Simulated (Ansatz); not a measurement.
# Ti2ZnSi2, from a guessed structure to a relaxed one

This structure for Ti2ZnSi2 is made up. Its elements were placed in a known structure type with a cell scaled to their sizes. What cell does the guess relax to, and how far off was it?

Program: Ansatz 0.2.0. Level of theory: DFT, PBE, plane-wave PAW, files of the set soft_1, scalar-relativistic, no spin, cell and ions relaxed at zero pressure; PAW set soft_1, in the first sound run; inputs show where later runs differ. Results are calculated unless marked as measured.

## (1) Starting point

Symmetry: I4/mmm, No. 139, tetragonal system. Conventional cell: a = 3.850 Å, b = 3.850 Å, c = 9.144 Å, α = 90.00°, β = 90.00°, γ = 90.00°. Nearest to Zn lie 8 Si at 2.97 Å and 8 Ti at 2.99 Å. Nearest to Ti lie 4 Si at 2.22 Å and 4 Ti at 2.72 Å and 4 Zn at 2.99 Å. Nearest to Si lie 4 Ti at 2.22 Å and 1 Si at 2.38 Å and 4 Zn at 2.97 Å. Farther neighbours are not listed.

## (2) Relaxation of the guess

The guess takes its coordinates from another compound and its volume from a rule, so the cell and any free coordinates are relaxed together.

input.yaml reads:

```yaml
crystal:
  lattice:
    - [-1.925, 1.925, 4.572]
    - [1.925, -1.925, 4.572]
    - [1.925, 1.925, -4.572]
  atoms:
    - { symbol: Zn, position: [0.5, 0.5, 0.0] }
    - { symbol: Ti, position: [0.25, 0.75, 0.5] }
    - { symbol: Ti, position: [0.75, 0.25, 0.5] }
    - { symbol: Si, position: [0.1299, 0.1299, 0.0] }
    - { symbol: Si, position: [0.8701, 0.8701, 0.0] }
kpoints:
  mp_grid: { grid: [10, 10, 10] }
scf:
  occupations: { method: fermi_dirac, width: 0.05 }
hamiltonian:
  xc: pbe
  pseudopotentials: { kind: paw, azcp: { folder: soft_1 } }
relax:
  f_tol: 0.015
  max_steps: 70
  cell: {}
output:
  forces: true
  stress: true
```

Launch:

```sh
$ ansatz run input.yaml --threads 4 --pin off --max-ram 8192MiB --backend cpu --events-out ev --progress --plain --runs-dir out
```

Numbers of over 12 decimals in the logs are rounded to 6 here.

Output:

```text
Engine: ansatz 0.2.0, aarch64-unknown-linux-gnu
Pseudopotentials: kind: paw
Pseudopotential: Zn, paw, valence charge 12, recommended cutoff 420 eV (normal), soft_1/Zn.paw.azcp
Pseudopotential: Ti, paw, valence charge 12, recommended cutoff 420 eV (normal), soft_1/Ti.paw.azcp
Pseudopotential: Si, paw, valence charge 4, recommended cutoff 420 eV (normal), soft_1/Si.paw.azcp
Functional definition: PBE
  parameter kappa = 0.804
  parameter beta = 0.066725
  exchange = pbe_x(kappa = kappa, mu = beta*pi^2/3)
  correlation = pbe_c(beta = beta)
Crystal: 5 atoms, lattice volume = 67.768 Å³
Basis set: ecut = 420 eV, 1323 PW (Γ), exchange–correlation on 72×72×72 points (8 copies of the dense FFT grid, shifted against one another)
Bands: 27, of which v1, the nominal top of the filled ones, is band 22 counted from 1 (21 counted from 0)
Symmetry: 16 space group operations
Space group: I4/mmm (ITA 139), of the structure as read, at distance tolerance 4.1e-5 Å
k-points: 102 of 1000
Non-local potential: Zn, projectors of the file, l = 0: 2, l = 1: 2, l = 2: 3, l = 3: 1
Non-local potential: Ti, projectors of the file, l = 0: 3, l = 1: 2, l = 2: 3, l = 3: 1
Non-local potential: Si, projectors of the file, l = 0: 2, l = 1: 2, l = 2: 1
PAW form: soft (Blöchl's): semilocal exchange-correlation on the pseudo side does not see the compensation charge
PAW one-centre angular grid: Zn, 590 points (default); XC on 64 Gauss nodes
PAW one-centre angular grid: Ti, 590 points (default); XC on 64 Gauss nodes
PAW one-centre angular grid: Si, 110 points (default); XC on 64 Gauss nodes
Initial density: superposition of atomic densities (chi_scale 0.1, normalization cell, long waves kept (reshape's long-wave potential 0.00 eV rms))
Initial wavefunctions: pseudopotential atomic-orbital guess
Functional: x = pbe(κ = 0.804, μ = 0.219515), c = pbe(β = 0.066725)
SCF iter   1: F=—  HF=-9591.539370 eV  |F-HF|=—  |Δ(HF+E_count)|=         —  Δρ=1.37e-1  dr2=2.76e1  ethr=3.10e-3  ⟨swp⟩=6.5  Hψ=12905  notcnv=0
preconditioner: auto → Kerker (q_TF=auto, 2.539 Å⁻¹)  [metal: Δε(μ)=0.012 eV  Ē_g=4.665 eV  σ=0.050 eV  W_gap=0.06  n_scr=14 (ndim 8)  ℏωp=23.9 eV  f_vac=0.000  D(μ)=1.69/eV (n_scr^D=10)]
SCF iter   2: F=—  HF=-9588.544506 eV  |F-HF|=—  |Δ(HF+E_count)|=    2.99e0  Δρ=7.66e-2  dr2=1.07e1  ethr=3.10e-3  ⟨swp⟩=2.6  Hψ=5153  notcnv=0  defer=26
SCF iter   3: F=—  HF=-9586.458760 eV  |F-HF|=—  |Δ(HF+E_count)|=    2.09e0  Δρ=4.33e-2  dr2=1.35e0  ethr=3.10e-3  ⟨swp⟩=3.1  Hψ=5809  notcnv=0  defer=9
SCF iter   4: F=—  HF=-9586.167458 eV  |F-HF|=—  |Δ(HF+E_count)|=   2.91e-1  Δρ=1.35e-2  dr2=2.06e-1  ethr=3.07e-3  ⟨swp⟩=2.0  Hψ=5312  notcnv=0
SCF iter   5: F=—  HF=-9586.100694 eV  |F-HF|=—  |Δ(HF+E_count)|=   6.68e-2  Δρ=5.44e-3  dr2=1.70e-2  ethr=4.67e-4  ⟨swp⟩=3.0  Hψ=5577  notcnv=0
SCF iter   6: F=—  HF=-9586.103069 eV  |F-HF|=—  |Δ(HF+E_count)|=   2.38e-3  Δρ=4.78e-3  dr2=8.41e-3  ethr=3.87e-5  ⟨swp⟩=2.0  Hψ=4650  notcnv=0
SCF iter   7: F=—  HF=-9586.102022 eV  |F-HF|=—  |Δ(HF+E_count)|=   1.05e-3  Δρ=6.52e-4  dr2=2.68e-4  ethr=1.91e-5  ⟨swp⟩=2.0  Hψ=3608  notcnv=0
SCF iter   8: F=—  HF=-9586.102003 eV  |F-HF|=—  |Δ(HF+E_count)|=   1.85e-5  Δρ=2.70e-4  dr2=3.78e-5  ethr=6.09e-7  ⟨swp⟩=2.9  Hψ=4807  notcnv=0
SCF iter   9: F=—  HF=-9586.102009 eV  |F-HF|=—  |Δ(HF+E_count)|=   6.00e-6  Δρ=3.31e-5  dr2=1.08e-6  ethr=8.60e-8  ⟨swp⟩=2.0  Hψ=3521  notcnv=0
SCF iter  10: F=-9586.102009 eV  HF=-9586.102009 eV  |F-HF|=3.44e-8  |Δ(HF+E_count)|=   1.06e-7  Δρ=6.67e-6  dr2=5.71e-8  ethr=2.27e-10  ⟨swp⟩=3.2  Hψ=11038  notcnv=0
SCF 1 converged in 10 iterations: F = -9586.102009 eV  dr2 = 5.71e-8
  greatest PAW one-centre occupation: 0.999 electrons in one spin orbital (limit 2), on the Ti atom at site 2 (counted from 0), in its partial waves of l = 0
relax step   1: F+E_penalty+E_count = -9586.10200894 eV  Δ(F+E_penalty+E_count) = +0.000e0 eV  max|allowed force component| = 5.890e0 eV/Å  Δτ_max = 0.0000 Å  P = +54.556 GPa  Ω = 67.768 Å³  (10 SCF iters, dr2 threshold 1.00e-7 eV, accepted)
Crystal: 5 atoms, lattice volume = 78.034 Å³
Basis set: ecut = 420 eV, 1539 PW (Γ), exchange–correlation on 72×72×72 points (8 copies of the dense FFT grid, shifted against one another)
Initial density: handed on by an earlier stage of this run
Initial wavefunctions: those handed on with the density
SCF iter   1: F=—  HF=-9589.598741 eV  |F-HF|=—  |Δ(HF+E_count)|=         —  Δρ=3.65e-2  dr2=3.23e0  ethr=3.10e-3  ⟨swp⟩=8.0  Hψ=13210  notcnv=0
preconditioner: auto → Kerker (q_TF=auto, 2.480 Å⁻¹)  [metal: Δε(μ)=0.006 eV  Ē_g=6.677 eV  σ=0.050 eV  W_gap=0.03  n_scr=14 (ndim 8)  ℏωp=22.2 eV  f_vac=0.000  D(μ)=2.92/eV (n_scr^D=30)]
SCF iter   2: F=—  HF=-9589.180522 eV  |F-HF|=—  |Δ(HF+E_count)|=   4.18e-1  Δρ=1.45e-2  dr2=7.01e-1  ethr=3.10e-3  ⟨swp⟩=2.8  Hψ=4225  notcnv=0
SCF iter   3: F=—  HF=-9589.055119 eV  |F-HF|=—  |Δ(HF+E_count)|=   1.25e-1  Δρ=6.53e-3  dr2=5.52e-2  ethr=1.59e-3  ⟨swp⟩=2.1  Hψ=4664  notcnv=0
SCF iter   4: F=—  HF=-9589.040028 eV  |F-HF|=—  |Δ(HF+E_count)|=   1.51e-2  Δρ=3.88e-3  dr2=9.44e-3  ethr=1.25e-4  ⟨swp⟩=2.3  Hψ=5057  notcnv=0
SCF iter   5: F=—  HF=-9589.038298 eV  |F-HF|=—  |Δ(HF+E_count)|=   1.73e-3  Δρ=1.12e-3  dr2=1.25e-3  ethr=2.14e-5  ⟨swp⟩=2.0  Hψ=4892  notcnv=0
SCF iter   6: F=—  HF=-9589.038073 eV  |F-HF|=—  |Δ(HF+E_count)|=   2.25e-4  Δρ=2.74e-4  dr2=6.45e-5  ethr=2.85e-6  ⟨swp⟩=2.2  Hψ=4003  notcnv=0
SCF iter   7: F=—  HF=-9589.038097 eV  |F-HF|=—  |Δ(HF+E_count)|=   2.41e-5  Δρ=9.13e-5  dr2=7.21e-6  ethr=1.47e-7  ⟨swp⟩=2.0  Hψ=3960  notcnv=0
SCF iter   8: F=-9589.038096 eV  HF=-9589.038096 eV  |F-HF|=4.44e-8  |Δ(HF+E_count)|=   3.54e-7  Δρ=2.27e-5  dr2=3.36e-7  ethr=1.14e-9  ⟨swp⟩=3.3  Hψ=11798  notcnv=0
SCF 2 converged in 8 iterations: F = -9589.038096 eV  dr2 = 3.36e-7
relax step   2: F+E_penalty+E_count = -9589.03809628 eV  Δ(F+E_penalty+E_count) = -2.936e0 eV  max|allowed force component| = 2.670e0 eV/Å  Δτ_max = 0.0709 Å  P = +21.492 GPa  Ω = 78.034 Å³  energy of the carried Pulay correction = -4.439e-3 eV  (8 SCF iters, dr2 threshold 5.00e-7 eV, accepted)
Crystal: 5 atoms, lattice volume = 85.158 Å³
Basis set: ecut = 420 eV, 1677 PW (Γ), exchange–correlation on 72×72×72 points (8 copies of the dense FFT grid, shifted against one another)
SCF iter   1: F=—  HF=-9590.176556 eV  |F-HF|=—  |Δ(HF+E_count)|=         —  Δρ=2.25e-2  dr2=1.49e0  ethr=3.10e-3  ⟨swp⟩=7.9  Hψ=12801  notcnv=0
preconditioner: auto → Kerker (q_TF=auto, 2.444 Å⁻¹)  [metal: Δε(μ)=0.001 eV  Ē_g=6.216 eV  σ=0.050 eV  W_gap=0.00  n_scr=22 (ndim 8)  ℏωp=21.3 eV  f_vac=0.000  D(μ)=3.64/eV (n_scr^D=32)]
SCF iter   2: F=—  HF=-9589.994647 eV  |F-HF|=—  |Δ(HF+E_count)|=   1.82e-1  Δρ=9.94e-3  dr2=3.72e-1  ethr=3.10e-3  ⟨swp⟩=2.0  Hψ=3984  notcnv=0
SCF iter   3: F=—  HF=-9589.930157 eV  |F-HF|=—  |Δ(HF+E_count)|=   6.45e-2  Δρ=4.50e-3  dr2=2.57e-2  ethr=8.46e-4  ⟨swp⟩=2.2  Hψ=4272  notcnv=0
SCF iter   4: F=—  HF=-9589.923692 eV  |F-HF|=—  |Δ(HF+E_count)|=   6.46e-3  Δρ=3.18e-3  dr2=5.33e-3  ethr=5.85e-5  ⟨swp⟩=2.1  Hψ=4668  notcnv=0
SCF iter   5: F=—  HF=-9589.922076 eV  |F-HF|=—  |Δ(HF+E_count)|=   1.62e-3  Δρ=8.86e-4  dr2=8.65e-4  ethr=1.21e-5  ⟨swp⟩=2.0  Hψ=4082  notcnv=0
SCF iter   6: F=—  HF=-9589.921918 eV  |F-HF|=—  |Δ(HF+E_count)|=   1.59e-4  Δρ=2.21e-4  dr2=4.15e-5  ethr=1.97e-6  ⟨swp⟩=2.0  Hψ=4113  notcnv=0
SCF iter   7: F=—  HF=-9589.921870 eV  |F-HF|=—  |Δ(HF+E_count)|=   4.78e-5  Δρ=4.06e-5  dr2=1.92e-6  ethr=9.44e-8  ⟨swp⟩=2.0  Hψ=4121  notcnv=0
SCF iter   8: F=-9589.921870 eV  HF=-9589.921870 eV  |F-HF|=3.32e-8  |Δ(HF+E_count)|=   1.99e-7  Δρ=8.80e-6  dr2=9.26e-8  ethr=1.14e-9  ⟨swp⟩=5.0  Hψ=10111  notcnv=0
SCF 3 converged in 8 iterations: F = -9589.921870 eV  dr2 = 9.26e-8
relax step   3: F+E_penalty+E_count = -9589.92187016 eV  Δ(F+E_penalty+E_count) = -8.838e-1 eV  max|allowed force component| = 7.541e-1 eV/Å  Δτ_max = 0.0775 Å  P = +6.970 GPa  Ω = 85.158 Å³  energy of the carried Pulay correction = -6.987e-3 eV  (8 SCF iters, dr2 threshold 5.00e-7 eV, accepted)
[...]
relax step   4: F+E_penalty+E_count = -9590.05283483 eV  Δ(F+E_penalty+E_count) = -1.310e-1 eV  max|allowed force component| = 7.295e-2 eV/Å  Δτ_max = 0.0388 Å  P = +0.566 GPa  Ω = 89.295 Å³  energy of the carried Pulay correction = -8.309e-3 eV  (8 SCF iters, dr2 threshold 5.00e-7 eV, accepted)
[...]
relax step   5: F+E_penalty+E_count = -9590.05407518 eV  Δ(F+E_penalty+E_count) = -1.240e-3 eV  max|allowed force component| = 6.856e-2 eV/Å  Δτ_max = 0.0026 Å  P = +0.265 GPa  Ω = 89.621 Å³  energy of the carried Pulay correction = -8.409e-3 eV  (6 SCF iters, dr2 threshold 5.00e-7 eV, accepted)
[...]
relax step   6: F+E_penalty+E_count = -9590.05483425 eV  Δ(F+E_penalty+E_count) = -7.591e-4 eV  max|allowed force component| = 2.159e-2 eV/Å  Δτ_max = 0.0050 Å  P = +0.084 GPa  Ω = 89.935 Å³  energy of the carried Pulay correction = -8.505e-3 eV  (6 SCF iters, dr2 threshold 2.94e-7 eV, accepted)
[...]
relax step   7: F+E_penalty+E_count = -9590.05488601 eV  Δ(F+E_penalty+E_count) = -5.175e-5 eV  max|allowed force component| = 5.881e-6 eV/Å  Δτ_max = 0.0022 Å  P = +0.002 GPa  Ω = 90.074 Å³  energy of the carried Pulay correction = -8.547e-3 eV  (6 SCF iters, dr2 threshold 2.91e-8 eV, accepted)
[...]
relax step   8: F+E_penalty+E_count = -9590.06594689 eV  Δ(F+E_penalty+E_count) = -1.106e-2 eV  max|allowed force component| = 2.250e-4 eV/Å  Δτ_max = 0.0000 Å  P = +0.208 GPa  Ω = 90.074 Å³  stress off target by 3.61e-1 GPa  SCF on the basis re-selected at this cell (its energy is not comparable with the rows above)  (9 SCF iters)
[...]
relax step   9: F+E_penalty+E_count = -9590.06613192 eV  Δ(F+E_penalty+E_count) = -1.850e-4 eV  max|allowed force component| = 9.957e-4 eV/Å  Δτ_max = 0.0015 Å  P = +0.013 GPa  Ω = 90.194 Å³  energy of the carried Pulay correction = -3.704e-5 eV  (6 SCF iters, dr2 threshold 3.25e-7 eV, accepted)
iter 1 solved again at ethr=2.34e-7 eV; its pass at ethr=3.10e-3 eV (dr2=1.03e-4 eV) is discarded
SCF iter   1: F=—  HF=-9590.066152 eV  |F-HF|=—  |Δ(HF+E_count)|=         —  Δρ=2.24e-5  dr2=2.56e-8  ethr=2.34e-7  ⟨swp⟩=3.0  Hψ=19207  notcnv=0
eigensolver tolerance schedule: the retry pair's looser diagonalisation over-reported the residual by 4016.93 of it (diagonalisation noise at 0.44 of the residual, at the tolerance the schedule requests for it); recorded, not acted on — ethr = c·dr2/N_el stays at c = 1.0e-1
preconditioner: auto → Kerker (q_TF=auto, 2.421 Å⁻¹)  [metal: Δε(μ)=0.015 eV  Ē_g=5.670 eV  σ=0.050 eV  W_gap=0.08  n_scr=24 (ndim 8)  ℏωp=20.7 eV  f_vac=0.000  D(μ)=3.92/eV (n_scr^D=32)]
SCF iter   2: F=—  HF=-9590.066167 eV  |F-HF|=—  |Δ(HF+E_count)|=   1.58e-5  Δρ=1.24e-5  dr2=1.78e-8  ethr=5.83e-11  ⟨swp⟩=2.8  Hψ=5806  notcnv=0
SCF iter   3: F=—  HF=-9590.066168 eV  |F-HF|=—  |Δ(HF+E_count)|=   5.82e-7  Δρ=2.41e-6  dr2=1.96e-9  ethr=4.05e-11  ⟨swp⟩=2.0  Hψ=3658  notcnv=0
SCF iter   4: F=—  HF=-9590.066168 eV  |F-HF|=—  |Δ(HF+E_count)|=   9.40e-9  Δρ=8.98e-7  dr2=5.36e-10  ethr=4.45e-12  ⟨swp⟩=2.0  Hψ=4046  notcnv=0
SCF iter   5: F=—  HF=-9590.066168 eV  |F-HF|=—  |Δ(HF+E_count)|=   1.72e-9  Δρ=4.00e-7  dr2=1.70e-10  ethr=1.22e-12  ⟨swp⟩=2.0  Hψ=3625  notcnv=0
SCF iter   6: F=-9590.066168 eV  HF=-9590.066168 eV  |F-HF|=3.64e-12  |Δ(HF+E_count)|=  1.38e-10  Δρ=1.21e-7  dr2=2.47e-11  ethr=1.00e-12  ⟨swp⟩=3.1  Hψ=9635  notcnv=0
SCF 10 converged in 6 iterations: F = -9590.066168 eV  dr2 = 2.47e-11
relax step  10: F+E_penalty+E_count = -9590.06616803 eV  Δ(F+E_penalty+E_count) = -3.610e-5 eV  max|allowed force component| = 9.443e-4 eV/Å  Δτ_max = 0.0000 Å  P = +0.013 GPa  Ω = 90.194 Å³  stress off target by 2.58e-2 GPa  SCF on the basis re-selected at this cell (its energy is not comparable with the rows above)  (6 SCF iters)
basis re-selected at this cell: Δ(F+E_penalty+E_count) = -3.610e-5 eV, ΔP = -0.000 GPa vs the last step (what re-selecting the basis moved, of the pressure what is left beyond the Pulay correction that the steps carried, after the strain that the cell walked since its last selection, with what the two solves' SCF thresholds leave and, on support functions, any second-order correction that the steps lacked; it is no m [...]
SCF converged after 6 iterations
Free energy (F): -9590.066168 eV
Harris-Foulkes:  -9590.066168 eV  (|F-HF|=3.64e-12)
Internal energy: -9590.033303 eV  (E = F + TS)
E sigma→0 (E₀):  -9590.049735 eV
Entropy (-TS):   -0.032865 eV (-6.573 meV/atom)
Fermi energy:    9.404013 eV
--- Per-component energies (eV) ---
  E_band       = -330.328573
  E_kinetic    = 787.902522
  E_local      = -4277.707530  (includes V_loc(G=0)·N_el)
  E_nonlocal   = 988.219651
  E_hartree    = 1688.373603
  E_xc         = -422.720916
  E_vxc        = -436.091354  (∫ρ·V_xc dr)
  E_paw        = -5004.648753  (= ΣΔE_a)
  E_vpaw       = -769.398801  (= ΣTr[D̂ρ^β])
  E_aug_tail   = -0.000364  (compensation charges beyond the density's cutoff)
  E_ewald      = -3349.451516
  E_smearing   = -0.032865  (= −TS)
  E_closure    = 0.000000  (closes the sum)
  Σ components = -9590.066168   (vs F -9590.066168, Δ=0.00e0)
--- Forces (eV/Å), atoms counted from 1 ---
  atom   1  Zn     0.00000000     0.00000000     0.00000000
  atom   2  Ti     0.00000000    -0.00000000     0.00000000
  atom   3  Ti    -0.00000000    -0.00000000     0.00000000
  atom   4  Si     0.00000000    -0.00000000    -0.00094429
  atom   5  Si    -0.00000000    -0.00000000     0.00094429
  max |Σ_I F_I| component: 4.86e-17 eV/Å
--- Stress (GPa, compression-positive) ---
        0.006515       0.000000       0.000000
        0.000000       0.006515       0.000000
       -0.000000      -0.000000       0.025818
  P = ⅓ Tr σ = 0.0129 GPa (0.129 kbar)
--- Relaxed structure (8 steps of the walk, 8 accepted, 2 SCFs on fresh bases) ---
  F+E_penalty+E_count = -9590.06616803 eV   max|allowed force component| = 9.443e-4 eV/Å   (the final SCF, on the basis selected at the relaxed cell)
  cell:  # Å, volume = 90.1940 Å³
    - [-2.083863, 2.083863, 5.192532]
    - [2.083863, -2.083863, 5.192532]
    - [2.083863, 2.083863, -5.192532]
  atoms:
    - { symbol: Zn, position: [0.5, 0.5, 0] }
    - { symbol: Ti, position: [0.250000, 0.75, 0.500000] }
    - { symbol: Ti, position: [0.75, 0.250000, 0.500000] }
    - { symbol: Si, position: [0.109759, 0.109759, 0] }
    - { symbol: Si, position: [0.890241, 0.890241, 0] }
```

It took 35 s on 4 threads of Arm Neoverse V1, shared host; peak memory 0.58 GiB.

Relaxation path:

```tsv
step	energy less that of the first step (eV)	largest force component (eV/Å)	pressure (GPa)	volume (Å³)
1	0.0000	5.8896	54.56	67.77
2	-2.9361	2.6704	21.49	78.03
3	-3.8199	0.7541	6.97	85.16
4	-3.9508	0.0729	0.57	89.30
5	-3.9521	0.0686	0.26	89.62
6	-3.9528	0.0216	0.08	89.94
7	-3.9529	0.0000	0.00	90.07
8*	-3.9639	0.0002	0.21	90.07
9	-3.9641	0.0010	0.01	90.19
10*	-3.9642	0.0009	0.01	90.19
```

Relaxation steps marked * repeat the geometry before them on a plane-wave basis chosen anew for their cell, so energy and pressure can jump there.

The run keeps the 16 symmetry operations that it works with, so distortions that break them were not tested.

```tsv
cell as run	before	after	change
a (Å)	5.321	5.971	+12.2 %
b (Å)	5.321	5.971	+12.2 %
c (Å)	5.321	5.971	+12.2 %
α (°)	137.58	139.14	+1.1 %
β (°)	137.58	139.14	+1.1 %
γ (°)	61.54	59.15	-3.9 %
volume (Å³/atom)	13.55	18.04	+33.1 %
```

The atoms that moved most (Å, as changes of fractional coordinates times the final cell):

```tsv
atom	dx	dy	dz	length
Si5	0.000	0.000	0.209	0.209
Si4	0.000	0.000	-0.209	0.209
```

The relaxed structure:

```xyz
5
Lattice="-2.0839 2.0839 5.1925 2.0839 -2.0839 5.1925 2.0839 2.0839 -5.1925" Properties=species:S:1:pos:R:3 pbc="T T T"
Zn    0.0000    0.0000    5.1925
Ti    2.0839    0.0000    2.5963
Ti    0.0000    2.0839    2.5963
Si    0.0000    0.0000    1.1399
Si    0.0000    0.0000    9.2452
```

Numbers from this step:

| Quantity | Value |
| --- | --- |
| free energy | -9590.0662 eV |
| energy at zero smearing | -9590.0497 eV |
| smearing term TS | 0.03287 eV |
| Fermi energy | 9.404 eV |
| electrons | 44 |
| symmetry operations | 16 |
| pressure | 0.01295 GPa |

Shortest distances by pair of elements, guess and relaxed (not always the same contact):

```tsv
pair	guess (Å)	relaxed (Å)
Si–Si	2.376	2.280
Si–Ti	2.216	2.542
Ti–Ti	2.722	2.947
Si–Zn	2.970	3.160
Ti–Zn	2.989	3.329
```

The relaxation ends with a largest force component of 9.4e-4 eV/Å and a pressure of 0.01 GPa.

(Part 1 of 2 ends here.)

[Logs are printed without paths, hosts, clocks, repeated set-up lines and the standing remarks that a program may print on its own settings, such as how far it seeks lower states.]

[Hosts, paths, dates, database ids (printed as entryN), source tags and the programs' standing remarks are cut or masked in the printed files.]
